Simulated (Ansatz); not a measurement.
# How Ag(111) screens a field

Aim: image plane and induced charge of Ag(111).

Main program and level: Ansatz 0.2.0; plane-wave DFT, PBE, Ansatz PAW.

This is a report of a sequence of runs, with the program logs left out and the cost of each run kept.

### Step 1. The structure

The cell holds 5 atoms: 5 Ag. Its edges and angles: a = 2.892 Å, b = 2.892 Å, c = 27.445 Å, α = 90.0°, β = 90.0°, γ = 60.0°. Vacuum lies along c.

### Step 2. Atoms held, field 0

A sawtooth potential applies the field, turning back in the middle of the vacuum. With the dipole correction the typed value is the field outside the slab. The induced dipole is small, so the SCF threshold is tight.

input.yaml reads:

```yaml
crystal:
  lattice:
    - [2.8920667351, 0.0, 0.0]
    - [1.4460333675, 2.504603262, 0.0]
    - [0.0, 0.0, 27.4454504039]
  atoms:
    - { symbol: Ag, position: [0.6666666667, 0.6666666667, 0.3279232028] }
    - { symbol: Ag, position: [0.0, 0.0, 0.4139616014] }
    - { symbol: Ag, position: [0.3333333333, 0.3333333333, 0.5] }
    - { symbol: Ag, position: [0.6666666667, 0.6666666667, 0.5860383986] }
    - { symbol: Ag, position: [0.0, 0.0, 0.6720767972] }
kpoints:
  mp_grid: { grid: [24, 24, 1] }
hamiltonian:
  xc: pbe
scf:
  occupations: { method: fermi_dirac, width: 0.1 }
  convergence: { dr2_threshold: 1.0e-10 }
efield:
  axis: 3
  dipole_correction: true
  ramp_position: 0.97
  ramp_width: 0.06
  amplitude: 0
output:
  forces: true
  write_potential: true
  write_density: true
  volumetric_format: npy
```

Launch:

```bash
> ansatz run input.yaml --threads 4 --pin off --max-ram 6144MiB --backend cpu --events-out ev --progress --plain --runs-dir out
```

Run time: 38 s. Hardware: 4 threads of Arm Neoverse N1, shared host; peak memory 0.78 GiB.

Numbers from this step:

```
energy at zero smearing   : -37952.0657 eV
work function, upper face : 4.456 eV
dipole along the normal   : 7.19e-9 e·Å
```

Running mean over 2.361 Å of the planar mean; the ramp of the sawtooth is left out. Table of electron's electrostatic potential energy less the Fermi level by z:

z (Å), electron's electrostatic potential energy less the Fermi level (eV) and a bar from the least value:
```
      3.5       4.46 ##############################
      4.0       4.46 ##############################
      4.5       4.45 ##############################
      5.0       4.45 ##############################
      5.5       4.44 ##############################
      6.0       4.38 ##############################
      6.5       4.20 #############################
      7.0       3.51 ###########################
      7.5       1.21 #####################
      8.0      -2.23 ###########
      8.5      -4.90 ###
      9.0      -5.83 #
      9.5      -5.99 
     10.0      -6.04 
     10.5      -6.07 
     11.0      -6.11 
     11.5      -6.11 
     12.0      -6.10 
     12.5      -6.09 
     13.0      -6.09 
     13.5      -6.09 
     14.0      -6.09 
     14.5      -6.09 
     15.0      -6.09 
     15.5      -6.10 
     16.0      -6.11 
     16.5      -6.10 
     17.0      -6.07 
     17.5      -6.03 
     18.0      -5.98 
     18.5      -5.78 #
     19.0      -4.71 ####
     19.5      -1.85 ############
     20.0       1.56 ######################
     20.5       3.63 ############################
     21.0       4.23 #############################
     21.5       4.39 ##############################
     22.0       4.44 ##############################
     22.5       4.45 ##############################
     23.0       4.45 ##############################
     23.5       4.46 ##############################
     24.0       4.46 ##############################
```

Force by atom:

```csv
atom,x (eV/Å),y (eV/Å),z (eV/Å),size
Ag1,0.000,0.000,-0.167,0.167
Ag2,0.000,0.000,0.011,0.011
Ag3,0.000,0.000,0.000,0.000
Ag4,0.000,0.000,-0.011,0.011
Ag5,0.000,0.000,0.167,0.167
```

The work function of the upper face is 4.46 eV.

### Step 3. Single point, field 0.05 V/Å

Edit input.yaml of step 2 so:

```diff
@@ -23,3 +23,3 @@
   ramp_width: 0.06
-  amplitude: 0
+  amplitude: 0.05
 output:
```

Wall time 42 s (4 threads); peak memory 0.76 GiB.

The dipole is 0.0255 e·Å.

### Step 4. Atoms held, field -0.05 V/Å

Edit input.yaml of step 3 so:

```diff
@@ -23,3 +23,3 @@
   ramp_width: 0.06
-  amplitude: 0.05
+  amplitude: -0.05
 output:
```

Wall time 40 s (4 threads); peak memory 0.77 GiB.

The dipole is -0.0255 e·Å.

### Step 5. Single point, field 0.1 V/Å

Edit input.yaml of step 4 so:

```diff
@@ -23,3 +23,3 @@
   ramp_width: 0.06
-  amplitude: -0.05
+  amplitude: 0.1
 output:
```

Wall time 40 s (4 threads); peak memory 0.77 GiB; 2.7 min of CPU time.

The dipole is 0.0511 e·Å.

### Step 6. Single point, field -0.1 V/Å

Edit input.yaml of step 5 so:

```diff
@@ -23,3 +23,3 @@
   ramp_width: 0.06
-  amplitude: 0.1
+  amplitude: -0.1
 output:
```

It took 40 s on 4 threads; peak memory 0.77 GiB; 2.7 min of CPU time.

The dipole is -0.0511 e·Å.

### Step 7. Single point, field 0.2 V/Å

Edit input.yaml of step 6 so:

```diff
@@ -23,3 +23,3 @@
   ramp_width: 0.06
-  amplitude: -0.1
+  amplitude: 0.2
 output:
```

It took 41 s on 4 threads; peak memory 0.77 GiB; 2.7 min of CPU time.

The dipole is 0.102 e·Å.

### Step 8. Atoms held, field -0.2 V/Å

Edit input.yaml of step 7 so:

```diff
@@ -23,3 +23,3 @@
   ramp_width: 0.06
-  amplitude: 0.2
+  amplitude: -0.2
 output:
```

Elapsed: 41 s, on 4 threads; peak memory 0.77 GiB.

The dipole is -0.102 e·Å.

### Step 9. Single point, field 0.4 V/Å

Edit input.yaml of step 8 so:

```diff
@@ -23,3 +23,3 @@
   ramp_width: 0.06
-  amplitude: -0.2
+  amplitude: 0.4
 output:
@@ -29 +29,2 @@
   volumetric_format: npy
+  elf: true
```

Wall time 44 s (4 threads); peak memory 0.76 GiB; 2.9 min of CPU time.

Running mean over 2.361 Å of the planar mean, with the applied field; the ramp of the sawtooth is left out. Table of electron's electrostatic potential energy less the Fermi level by z:

z (Å), electron's electrostatic potential energy less the Fermi level (eV) and a bar from the least value:
```
      3.5       2.94 ######################
      4.0       3.14 #######################
      4.5       3.34 #######################
      5.0       3.53 ########################
      5.5       3.71 ########################
      6.0       3.85 #########################
      6.5       3.83 #########################
      7.0       3.29 #######################
      7.5       1.10 ##################
      8.0      -2.27 #########
      8.5      -4.91 ###
      9.0      -5.83 #
      9.5      -5.98 
     10.0      -6.03 
     10.5      -6.07 
     11.0      -6.10 
     11.5      -6.11 
     12.0      -6.10 
     12.5      -6.09 
     13.0      -6.09 
     13.5      -6.09 
     14.0      -6.09 
     14.5      -6.09 
     15.0      -6.09 
     15.5      -6.10 
     16.0      -6.11 
     16.5      -6.10 
     17.0      -6.07 
     17.5      -6.03 
     18.0      -5.98 
     18.5      -5.78 #
     19.0      -4.70 ###
     19.5      -1.79 ###########
     20.0       1.69 ###################
     20.5       3.88 #########################
     21.0       4.65 ###########################
     21.5       4.99 ###########################
     22.0       5.22 ############################
     22.5       5.43 #############################
     23.0       5.63 #############################
     23.5       5.83 ##############################
     24.0       6.03 ##############################
```

The dipole is 0.205 e·Å.

### Step 10. The response

This step: plane-wave DFT, PBE, Ansatz PAW; screening of a field by a metal slab (Ansatz 0.2.0).

The dipoles give the slope, and the difference of two potentials shows where the field is screened.

This step gave:

```
equivalent conductor thickness p/(ε₀AE)      : 12.76 Å
distance between the outer atoms             : 9.445 Å
inner field over outer field                 : -0.001482
image plane, upper face                      : 1.641 Å
induced electrons on the upper face over ε₀E : -1.002
image plane, lower face                      : 1.641 Å
induced electrons on the lower face over ε₀E : 1.002
```

The dipole of the cell by applied field:

```csv
applied field (V/Å),dipole of the cell (e·Å)
-0.200,-0.102
-0.100,-0.0511
-0.050,-0.0255
0.000,0
0.050,0.0255
0.100,0.0511
0.200,0.102
0.400,0.205
```

Local field over the applied field, running mean. From the potentials at -0.05 and 0.05 V/Å; running mean over 2.361 Å. Table of local field over applied field by z:

z (Å), local field over applied field and a bar from the least value:
```
      4.5      0.994 ##############################
      5.0      0.985 ##############################
      5.5      0.964 #############################
      6.0      0.917 ############################
      6.5      0.822 #########################
      7.0      0.661 ####################
      7.5      0.459 ##############
      8.0      0.267 ########
      8.5      0.112 ####
      9.0      0.018 #
      9.5     -0.007 
     10.0     -0.002 
     10.5      0.002 
     11.0      0.003 
     11.5     -0.002 
     12.0     -0.003 
     12.5     -0.002 
     13.0     -0.001 
     13.5     -0.001 
     14.0     -0.001 
     14.5     -0.001 
     15.0     -0.002 
     15.5     -0.003 
     16.0     -0.001 
     16.5      0.003 
     17.0      0.002 
     17.5     -0.003 
     18.0     -0.006 
     18.5      0.025 #
     19.0      0.126 ####
     19.5      0.287 #########
     20.0      0.481 ###############
     20.5      0.682 #####################
     21.0      0.836 #########################
     21.5      0.924 ############################
     22.0      0.967 #############################
     22.5      0.986 ##############################
     23.0      0.995 ##############################
```

Electrons, planar mean, per unit field. Induced electron density against z:

```csv
z (Å),induced electron density (e/Å³ per V/Å)
4.5,3.1e-5
5.0,7.8e-5
5.5,1.9e-4
6.0,4.5e-4
6.5,0.00101
7.0,0.00205
7.5,0.00344
8.0,0.00365
8.5,5.2e-4
9.0,-1.4e-4
9.5,-2.9e-4
10.0,-2.4e-4
10.5,3.6e-4
11.0,-1.3e-5
11.5,-3.1e-5
12.0,-3.0e-5
12.5,-1.6e-5
13.0,4.1e-5
13.5,4.4e-6
14.0,-6.0e-7
14.5,-3.9e-5
15.0,2.4e-5
15.5,4.2e-5
16.0,-3.8e-6
16.5,-4.4e-5
17.0,-3.4e-4
17.5,2.9e-4
18.0,2.7e-4
18.5,1.2e-4
19.0,-8.2e-4
19.5,-0.00374
20.0,-0.00331
20.5,-0.00192
21.0,-9.2e-4
21.5,-4.1e-4
22.0,-1.8e-4
22.5,-7.1e-5
23.0,-2.8e-5
```

By hand: between -0.05 and 0.05 V/Å the dipole changes by 0.05109 e·Å, a slope of 0.5109 e·Å²/V. A perfect conductor of thickness t has p = ε₀AEt, so t = 180.95 × 0.5109 / 7.243 = 12.76 Å (e/ε₀ = 180.95 V·Å, A in Å²). Less the 9.45 Å between the outer atoms, and halved, that puts each image plane 1.66 Å out.

The induced dipole is that of a conductor 12.76 Å thick.

### Step 11. Varying the input

This step: plane-wave DFT, PBE, Ansatz PAW (Ansatz 0.2.0).

An input spoilt on purpose, to show how the run answers: it repeats the earlier run at 0.05 V/Å with efield.axis from 3 to 0, and scf.max_iter set to 100.

Edit input.yaml of step 9 so:

```diff
@@ -18,4 +18,5 @@
   convergence: { dr2_threshold: 1.0e-10 }
+  max_iter: 100
 efield:
-  axis: 3
+  axis: 0
   dipole_correction: true
@@ -23,3 +24,3 @@
   ramp_width: 0.06
-  amplitude: 0.4
+  amplitude: 0.05
 output:
@@ -29,2 +30 @@
   volumetric_format: npy
-  elf: true
```

Elapsed: 0.04 s, on 4 threads; peak memory 0.03 GiB.

The input was rejected at the start.

The program's message: “Error: invalid value for `efield.axis`: must be in [1, 3]; got 0”

The fault put into the input: an axis of 0, outside the range 1 to 3.

### Step 12. Varying the input: efield.amplitude = -0.1

Another changed input: it repeats the earlier run at 0.05 V/Å with efield.amplitude from 0.05 to -0.1.

Edit input.yaml of step 11 so:

```diff
@@ -18,5 +18,4 @@
   convergence: { dr2_threshold: 1.0e-10 }
-  max_iter: 100
 efield:
-  axis: 0
+  axis: 3
   dipole_correction: true
@@ -24,3 +23,3 @@
   ramp_width: 0.06
-  amplitude: 0.05
+  amplitude: -0.1
 output:
```

Elapsed: 42 s, on 4 threads; peak memory 0.77 GiB; 2.8 min of CPU time.

Read from the output:

| Quantity | Value |
| --- | --- |
| energy at zero smearing | -37952.0683 eV |
| dipole along the normal | -0.05109 e·Å |

Force by atom:

```csv
atom,x (eV/Å),y (eV/Å),z (eV/Å),size
Ag1,0.000,0.000,-0.166,0.166
Ag2,0.000,0.000,0.009,0.009
Ag3,0.000,0.000,-0.001,0.001
Ag4,0.000,0.000,-0.012,0.012
Ag5,0.000,0.000,0.170,0.170
```

```csv
quantity,this run,earlier run,difference
dipole along the normal (e·Å),-0.05109,0.02554,-0.077
```

The applied field differs, and the slope found earlier predicts a dipole of -0.0511 e·Å; this run gives -0.0511 e·Å, in line with it.

### Step 13. What came out

| Item | Value |
| --- | --- |
| work function | 4.46 eV |
| image plane, upper face | 1.64 Å |
| induced electrons on the upper face over ε₀E | -1.00 |
| equivalent conductor thickness p/(ε₀AE) | 12.8 Å |
| inner field over outer field | -0.00148 |

What this shows: The induced charge has its centre 1.64 Å outside the outermost atoms; this is the plane from which a capacitor's gap or an image potential counts. The equivalent conductor thickness exceeds the distance between the outer atoms by 3.32 Å, about the sum of the two image-plane distances. In the middle of the slab the field is screened to under 0.5 % of its outer value. The atoms are held at bulk positions with the tabulated experimental lattice constant.

[Long decimals in the printed logs are rounded to 6 places.]

[Logs are printed without paths, hosts, clocks, repeated set-up lines and the standing remarks that a program may print on its own settings, such as how far it seeks lower states.]

[Hosts, paths, dates, database ids (printed as entryN), source tags and the programs' standing remarks are cut or masked in the printed files.]

[Maps of the electrostatic potential energy from Ansatz leave out the sawtooth potential of an applied field or a dipole correction, so their vacuum need not be flat; planar profiles and work functions include it.]
